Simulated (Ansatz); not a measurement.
# 1T-MnSSe monolayer in a perpendicular field

Aim: how the 1T-MnSSe monolayer screens a field along its normal, and what the field does to its bands. A positive field points along +c.

Main program and level: Ansatz 0.2.0; plane-wave DFT, PBE-D3(BJ), Ansatz PAW.

Most raw output is cut from this account.

## (1) The starting structure

The cell holds 3 atoms: 1 Se, 1 Mn and 1 S. Cell: a = 3.408 Å, b = 3.408 Å, c = 36.426 Å, α = 90.0°, β = 90.0°, γ = 120.0°. Vacuum lies along c.

## (2) Relaxation

The starting cell is a guess, so the in-plane lattice and the atoms are relaxed first, with the slab cut off from its images along the normal.

input.yaml reads:

```yaml
crystal:
  lattice:
    - [3.4079265, 0.0, 0.0]
    - [-1.70396325, 2.9513509232, 0.0]
    - [0.0, 0.0, 36.4259768943]
  atoms:
    - { symbol: Se, position: [0.6666666667, 0.3333333333, 0.4625819659] }
    - { symbol: Mn, position: [0.0, 0.0, 0.5036194676], spin: 4.0 }
    - { symbol: S, position: [0.3333333333, 0.6666666667, 0.5374180341] }
  periodic: [true, true, false]
magnetization:
  spin_polarized: true
kpoints:
  mp_grid: { grid: [12, 12, 1] }
hamiltonian:
  xc: pbe
  dispersion: d3bj
scf:
  occupations: { method: fermi_dirac, width: 0.05 }
  convergence: { dr2_threshold: 1.0e-09 }
relax:
  f_tol: 0.004
  max_steps: 90
  cell: {}
output:
  write_potential: true
  write_density: true
  volumetric_format: npy
```

Started as:

```
ansatz run input.yaml --threads 2 --pin off --max-ram 3072MiB --backend cpu --events-out ev --progress --plain --runs-dir out
```

Run time: 2.4 min. Hardware: 2 threads of Arm Neoverse V1, shared host; peak memory 0.75 GiB; 4.7 min of CPU time.

Step by step:

| step | energy less that of the first step (eV) | largest force component (eV/Å) | volume (Å³) |
| --- | --- | --- | --- |
| 1 | 0.0000 | 0.1463 | 366.37 |
| 2 | -0.0079 | 0.0479 | 360.82 |
| 3 | -0.0112 | 0.1305 | 354.50 |
| 4 | -0.0119 | 0.0665 | 352.74 |
| 5 | -0.0121 | 0.0127 | 351.92 |
| 6 | -0.0122 | 0.0000 | 351.84 |
| 7* | -0.0118 | 0.0001 | 351.84 |

Relaxation steps marked * repeat the geometry before them on a plane-wave basis chosen anew for their cell, so energy and pressure can jump there.

The run keeps the 6 symmetry operations that it works with, so distortions that break them were not tested.

| cell as run | before | after | change |
| --- | --- | --- | --- |
| a (Å) | 3.408 | 3.340 | -2.0 % |
| b (Å) | 3.408 | 3.340 | -2.0 % |

The atoms that moved most (Å, along periodic axes as changes of fractional coordinates times the final cell, across vacuum about the mean position):

| atom | dx | dy | dz | length |
| --- | --- | --- | --- | --- |
| S3 | 0.000 | 0.000 | 0.041 | 0.041 |
| Se1 | 0.000 | 0.000 | -0.035 | 0.035 |
| Mn2 | 0.000 | 0.000 | -0.006 | 0.006 |

The relaxed structure:

```cif
data_structure
_symmetry_space_group_name_H-M 'P 1'
_symmetry_Int_Tables_number 1
_cell_length_a 3.3396
_cell_length_b 3.3396
_cell_length_c 36.4260
_cell_angle_alpha 90.000
_cell_angle_beta 90.000
_cell_angle_gamma 120.000
_cell_volume 351.84
loop_
_atom_site_label
_atom_site_type_symbol
_atom_site_fract_x
_atom_site_fract_y
_atom_site_fract_z
_atom_site_occupancy
Se1 Se 0.66667 0.33333 0.46162 1
Mn2 Mn 0.00000 0.00000 0.50345 1
S3 S 0.33333 0.66667 0.53855 1
```

This step gave:

* energy at zero smearing: -10272.2232 eV
* total moment: 2.765 μB
* site moments: -0.03891, 2.598, -0.01781 μB

Site moment by atom:

| atom | site moment (μB) |
| --- | --- |
| Se1 | -0.04 |
| Mn2 | 2.60 |
| S3 | -0.02 |

The lattice constant a goes from 3.408 to 3.340 Å.

## (3) Atoms held, field 0

A sawtooth potential applies the field, turning back in the middle of the vacuum. With the dipole correction the typed value is the field outside the slab. The induced dipole is small, so the SCF threshold is tight.

The cell differs from the one that the last finished run ended in (c 36.426 → 20.802 Å).

input.yaml reads:

```yaml
crystal:
  lattice:
    - [3.3396355889, 0.0, 0.0]
    - [-1.6698177944, 2.8922092593, 0.0]
    - [0.0, 0.0, 20.8020975543]
  atoms:
    - { symbol: Se, position: [0.6666666667, 0.3333333333, 0.4326486777], spin: -0.04 }
    - { symbol: Mn, position: [0.0, 0.0, 0.5059026563], spin: 2.6 }
    - { symbol: S, position: [0.3333333333, 0.6666666667, 0.5673513223], spin: -0.02 }
magnetization:
  spin_polarized: true
kpoints:
  mp_grid: { grid: [18, 18, 1] }
  band_path:
    path: [[0, 0, 0], [0.5, 0, 0], [0.33333333, 0.33333333, 0], [0, 0, 0]]
    npoints: 16
hamiltonian:
  xc: pbe
  dispersion: d3bj
scf:
  occupations: { method: fermi_dirac, width: 0.02585 }
  convergence: { dr2_threshold: 1.0e-10 }
efield:
  axis: 3
  dipole_correction: true
  ramp_position: 0.97
  ramp_width: 0.06
  amplitude: 0
output:
  dos: { projected: true, e_range: [-6, 5] }
  write_potential: true
  write_density: true
  volumetric_format: npy
  elf: true
```

Run time: 37 s. Hardware: 2 threads; peak memory 0.7 GiB.

Numbers from this step:

| Property | Result |
| --- | --- |
| energy at zero smearing | -10272.2246 eV |
| total moment | 2.753 μB |
| site moments | -0.04213, 2.596, -0.02134 μB |
| work function, upper face | 5.528 eV |
| work function, lower face | 5.015 eV |
| dipole along the normal | -0.02738 e·Å |
| step between the vacuum levels | 0.5129 eV |

Running mean over a fixed 2.7 Å (it still follows the layers) of the planar mean; the ramp of the sawtooth is left out. Electron's electrostatic potential energy less the Fermi level against z:

z (Å), electron's electrostatic potential energy less the Fermi level (eV) and a bar from the least value:
```
     2.89       5.02 #############################
     3.32       5.02 #############################
     3.76       5.02 #############################
     4.04       5.02 #############################
     4.48       5.01 #############################
     4.91       5.01 #############################
     5.34       5.01 #############################
     5.78       4.99 #############################
     6.07       4.95 #############################
     6.50       4.79 ############################
     6.93       4.17 ###########################
     7.37       2.86 ########################
     7.80       1.33 ####################
     8.23      -0.28 #################
     8.52      -1.37 ##############
     8.96      -3.37 ##########
     9.39      -5.57 #####
     9.82      -6.86 ##
    10.26      -7.44 #
    10.55      -7.70 
    10.98      -7.68 
    11.41      -6.59 ###
    11.85      -4.43 #######
    12.28      -1.99 #############
    12.57      -0.54 ################
    13.00       1.53 #####################
    13.43       3.51 #########################
    13.87       4.91 #############################
    14.30       5.37 ##############################
    14.73       5.49 ##############################
    15.02       5.51 ##############################
    15.46       5.52 ##############################
    15.89       5.53 ##############################
    16.32       5.53 ##############################
    16.76       5.53 ##############################
    17.05       5.53 ##############################
    17.48       5.53 ##############################
    17.91       5.53 ##############################
```

The density of states has structure finer than the step of the table below, so its rows give means over 0.2 eV, whole bins alone (the curve runs from -6 to 1.99 eV). Peaks (eV: height): total -4.76: 8.65, -3.88: 8.61, -3.02: 5.49, -2.94: 8.89, -1.26: 7.14, 0.95: 11.2, 1.22: 8.16; up -5.01: 3.95, -3.88: 8.21, -2.44: 3.68, -2.31: 3.74, -2.17: 3.97, -1.26: 6.42, 1.44: 5.43; down -4.76: 6.28, -3.55: 3.11, -3.02: 4.01, -2.94: 7.25, 0.95: 10.0, 1.22: 7.09, 1.77: 3.09.

The density of states by energy, zero at the Fermi level; means over each step; values in states/eV a cell:

```csv
energy (eV),total,up,down
-5.8,0.986,0.543,0.443
-5.6,1.26,0.789,0.469
-5.4,1.49,0.959,0.528
-5.2,2.18,1.46,0.711
-5.0,3.38,2.51,0.873
-4.8,4.19,1.48,2.71
-4.6,2.53,0.988,1.54
-4.4,1.41,0.462,0.944
-4.2,2.70,1.78,0.916
-4.0,2.88,2.45,0.426
-3.8,3.70,3.28,0.412
-3.6,1.86,0.542,1.32
-3.4,2.78,1.18,1.60
-3.2,3.71,1.17,2.54
-3.0,4.86,1.52,3.34
-2.8,3.22,2.21,1.00
-2.6,2.38,1.36,1.02
-2.4,3.89,2.43,1.46
-2.2,3.75,2.51,1.24
-2.0,2.70,1.67,1.03
-1.8,3.03,1.92,1.11
-1.6,2.89,1.38,1.51
-1.4,3.40,2.33,1.07
-1.2,3.13,2.34,0.790
-1.0,1.30,0.972,0.327
-0.8,1.03,0.806,0.223
-0.6,0.899,0.729,0.170
-0.4,0.676,0.540,0.136
-0.2,0.686,0.414,0.272
0.0,1.18,0.348,0.832
0.2,1.69,0.350,1.34
0.4,1.80,0.211,1.59
0.6,1.86,0.962,0.897
0.8,1.95,1.42,0.535
1.0,5.42,1.03,4.39
1.2,5.15,1.01,4.14
1.4,2.84,2.66,0.179
1.6,1.42,1.42,0
1.8,2.35,0.838,1.51
```

Projected DOS per atom over height of the atomic layer and energy from the Fermi level. Layers: Se Mn S from below.

Ten even steps from '0' (0.18 states/eV) to '9' (4.27 states/eV), each cell a mean:
```
021
110
190
020
020
010
000
000
110
222
121
241
121
142
122
011
142
111
212
212
000
000
```
Columns: height of the atomic layer (Å) from 9 to 11.8 (not evenly spaced); rows upwards: energy from the Fermi level (eV) from -5.96 to 1.96.

Projected DOS per atom, spin up over height of the atomic layer and energy from the Fermi level. Layers: Se Mn S from below.

Values in states/eV, 22 rows by 3 columns, each cell a mean:
```
0.35 0.23 0.25
0.72 0.73 0.57
0.30 0.37 0.30
0.33 0.51 0.39
0.10 0.10 0.13
0.14 0.04 0.16
0.20 0.11 0.20
0.29 0.22 0.25
0.43 0.49 0.41
0.56 0.83 0.67
0.30 0.93 0.32
0.43 1.82 0.33
0.43 0.96 0.26
0.39 1.23 0.22
0.34 0.66 0.25
0.22 0.55 0.30
0.47 1.85 0.87
0.19 0.45 0.24
0.41 0.46 0.43
0.75 0.62 0.77
0.26 0.31 0.36
0.17 0.17 0.19
```
Columns: height of the atomic layer (Å) from 9 to 11.8 (not evenly spaced); rows upwards: energy from the Fermi level (eV) from -5.96 to 1.96.

Projected DOS per atom, spin down over height of the atomic layer and energy from the Fermi level. Layers: Se Mn S from below.

Ten even steps from '0' (0.02 states/eV) to '9' (3.90 states/eV), each cell a mean:
```
020
000
190
010
030
010
000
000
000
101
100
101
100
122
112
001
000
101
202
000
000
000
```
Columns: height of the atomic layer (Å) from 9 to 11.8 (not evenly spaced); rows upwards: energy from the Fermi level (eV) from -5.96 to 1.96.

Deep bands are left out, so band numbers here count from the lowest band kept and differ from the log's. Electronic bands along the path, in eV, zero at the Fermi level; # counts the bands kept:

```csv
point,up #8,up #9,up #10,up #11,down #5,down #6,down #7,down #8
Γ,0.32,0.32,2.20,2.20,0.00,0.00,0.38,0.38
halfway,-1.05,-0.35,0.69,1.81,-1.35,-1.21,0.09,1.12
M,-1.76,-1.64,1.47,1.74,-2.38,-1.57,-0.18,0.89
halfway,-1.79,-1.38,0.85,1.39,-2.57,-2.44,0.42,0.96
K,-1.57,-1.43,0.60,1.13,-2.70,-2.58,0.74,1.00
halfway,-1.26,-0.61,0.85,1.25,-2.11,-1.36,0.43,0.95
Γ,0.32,0.32,2.20,2.20,0.00,0.00,0.38,0.38
```

Spin density in the ca plane at fractional y = 0.000, with atoms of Mn within 0.2 Å of it.

Values in e/Å³, 5 rows by 16 columns, each cell a mean:
```
0.0 0.0 0.0 0.0 0.0 0.0 0.0 0.0 0.8 0.9 0.0 0.0 0.0 0.0 0.0 0.0
0.0 0.0 0.0 0.0 0.0 0.0 0.0 0.0 0.1 0.1 0.0 0.0 0.0 0.0 0.0 0.0
0.0 0.0 0.0 0.0 0.0 0.0 0.0 0.0 0.0 0.0 0.0 0.0 0.0 0.0 0.0 0.0
0.0 0.0 0.0 0.0 0.0 0.0 0.0 0.0 0.1 0.1 0.0 0.0 0.0 0.0 0.0 0.0
0.0 0.0 0.0 0.0 0.0 0.0 0.0 0.0 1.4 1.5 0.0 0.0 0.0 0.0 0.0 0.0
```
Columns run along c (16.0 Å, from fractional 0.08 to 0.85 of the cell), rows up along a (3.3 Å). Atoms in or near the plane, at fractional coordinates: Mn at (0.51, 0.00).

ELF in the ca plane at fractional y = 0.000, with atoms of Mn within 0.2 Å of it. It is the smooth field of the valence electrons, not physical close to the nuclei.

Ten even steps from '0' (0.00) to '9' (0.87), each cell a mean:
```
00000000000000000001212698411100000000000000
00000000000000000123442344234321000000000000
00000000000000012467775212467653100000000000
00000000000000024688876423688875310000000000
00000000000000024788876423788886310000000000
00000000000000013577776312578764200000000000
00000000000000001245653222245531000000000000
00000000000000000012322476322110000000000000
00000000000000000001112799511000000000000000
```
Columns run along c (16.0 Å, from fractional 0.08 to 0.85 of the cell), rows up along a (3.3 Å). Atoms in or near the plane, at fractional coordinates: Mn at (0.51, 0.00).

ELF of down spins in the ca plane at fractional y = 0.000, with atoms of Mn within 0.2 Å of it. It is the smooth field of the valence electrons, not physical close to the nuclei.

Ten even steps from '0' (0.00) to '9' (0.89), each cell a mean:
```
00000000000000000001211699401100000000000000
00000000000000000123442244234321000000000000
00000000000000002456775201477753100000000000
00000000000000024678877424788875310000000000
00000000000000024788877424788886310000000000
00000000000000013577776312688864200000000000
00000000000000001245664111256531000000000000
00000000000000000012321587312210000000000000
00000000000000000001101799400000000000000000
```
Columns run along c (16.0 Å, from fractional 0.08 to 0.85 of the cell), rows up along a (3.3 Å). Atoms in or near the plane, at fractional coordinates: Mn at (0.51, 0.00).

The work function of the upper face is 5.53 eV.

## (4) Single point, field 0.1 V/Å

Edit input.yaml of step 3 so:

```diff
@@ -27,5 +27,4 @@
   ramp_width: 0.06
-  amplitude: 0
+  amplitude: 0.1
 output:
-  dos: { projected: true, e_range: [-6, 5] }
   write_potential: true
@@ -33,2 +32 @@
   volumetric_format: npy
-  elf: true
```

The job ended after 37 s (2 threads; peak memory 0.7 GiB).

The dipole is -7.0e-4 e·Å, 0.0267 e·Å from its value without field.

## (5) Atoms held, field -0.1 V/Å

Edit input.yaml of step 4 so:

```diff
@@ -27,3 +27,3 @@
   ramp_width: 0.06
-  amplitude: 0.1
+  amplitude: -0.1
 output:
```

It took 36 s on 2 threads; peak memory 0.7 GiB; 71 s of CPU time.

The dipole is -0.0540 e·Å, -0.0267 e·Å from its value without field.

## (6) Response, atoms held

This step: plane-wave DFT, PBE-D3(BJ), Ansatz PAW; response to a field along the normal, atoms held (Ansatz 0.2.0).

The dipoles give the slope, and the difference of two potentials shows where the field is screened.

Numbers from this step:

```yaml
equivalent_conductor_thickness_p_eps_0ae: 4.997 Å
distance_between_the_outer_atoms: 2.802 Å
```

The dipole of the cell by applied field:

| applied field (V/Å) | dipole of the cell (e·Å) |
| --- | --- |
| -0.1000 | -0.0540 |
| 0.0000 | -0.0274 |
| 0.1000 | -7.0e-4 |

The total moment stays at 2.75 μB for applied field from -0.1 to 0.1 V/Å.

Local field over the applied field, running mean. From the potentials at -0.1 and 0.1 V/Å; running mean over 2.5 Å. Local field over applied field against z:

z (Å), local field over applied field and a bar:
```
     4.04      0.999 ##############################
     4.33      0.999 ##############################
     4.77      0.997 ##############################
     5.06      0.994 ##############################
     5.49      0.985 ##############################
     5.78      0.974 #############################
     6.07      0.954 #############################
     6.50      0.899 ###########################
     6.79      0.839 #########################
     7.08      0.759 #######################
     7.51      0.616 ##################
     7.80      0.514 ###############
     8.23      0.358 ##########
     8.52      0.258 #######
     8.81      0.172 #####
     9.25      0.083 ##
     9.53      0.050 #
     9.82      0.031 
    10.26      0.016 
    10.55      0.018 
    10.98      0.041 #
    11.27      0.070 ##
    11.56      0.113 ###
    11.99      0.216 ######
    12.28      0.305 #########
    12.57      0.407 ############
    13.00      0.564 #################
    13.29      0.665 ####################
    13.72      0.803 ########################
    14.01      0.875 ##########################
    14.30      0.925 ############################
    14.73      0.968 #############################
    15.02      0.983 #############################
    15.31      0.991 ##############################
    15.75      0.996 ##############################
    16.03      0.998 ##############################
    16.47      0.999 ##############################
    16.76      1.000 ##############################
```

Electrons, planar mean, per unit field. Table of induced electron density by z:

```csv
z (Å),induced electron density (e/Å³ per V/Å)
4.5,7.3e-6
5.0,2.3e-5
5.5,6.8e-5
6.0,1.9e-4
6.5,5.1e-4
7.0,0.00128
7.5,0.00266
8.0,0.00350
8.5,0.00167
9.0,9.0e-4
9.5,5.6e-4
10.0,-8.2e-4
10.5,4.9e-5
11.0,4.9e-4
11.5,-8.0e-4
12.0,-0.00106
12.5,-0.00322
13.0,-0.00326
13.5,-0.00167
14.0,-6.6e-4
14.5,-2.4e-4
15.0,-8.2e-5
15.5,-2.7e-5
16.0,-8.4e-6
16.5,-2.6e-6
```

By hand: between -0.1 and 0.1 V/Å the dipole changes by 0.05335 e·Å, a slope of 0.2668 e·Å²/V. A perfect conductor of thickness t has p = ε₀AEt, so t = 180.95 × 0.2668 / 9.659 = 5.00 Å (e/ε₀ = 180.95 V·Å, A in Å²).

The induced dipole is that of a conductor 5.00 Å thick.

## (7) Results

| Quantity | Value |
| --- | --- |
| gap without field | none |
| work function, upper face | 5.53 eV |
| step between the vacuum levels | 0.513 eV |
| equivalent conductor thickness, atoms held | 5.00 Å |

What this shows: The induced dipole equals that of a perfect conductor 5.00 Å thick, while the outer atoms lie 2.80 Å apart. The two faces differ: the vacuum level above lies 0.51 eV higher than the one below. There is no gap over 0.03 eV, with or without the field. For an open d or f shell that can be the fault of a semilocal functional without a Hubbard term. The magnetic order is the one reached from the typed start; other orders were not compared. Spin-orbit coupling is left out.

[Logs are printed without paths, hosts, clocks, repeated set-up lines and the standing remarks that a program may print on its own settings, such as how far it seeks lower states.]

[Hosts, paths, dates, database ids (printed as entryN), source tags and the programs' standing remarks are cut or masked in the printed files.]

[Maps of the electrostatic potential energy from Ansatz leave out the sawtooth potential of an applied field or a dipole correction, so their vacuum need not be flat; planar profiles and work functions include it.]

[The density of states shown here was stored with 400 of the rows of the run's finer table, so its peaks can read low, often by over a quarter, or be missed, and its means over a window can be off by a tenth or more.]
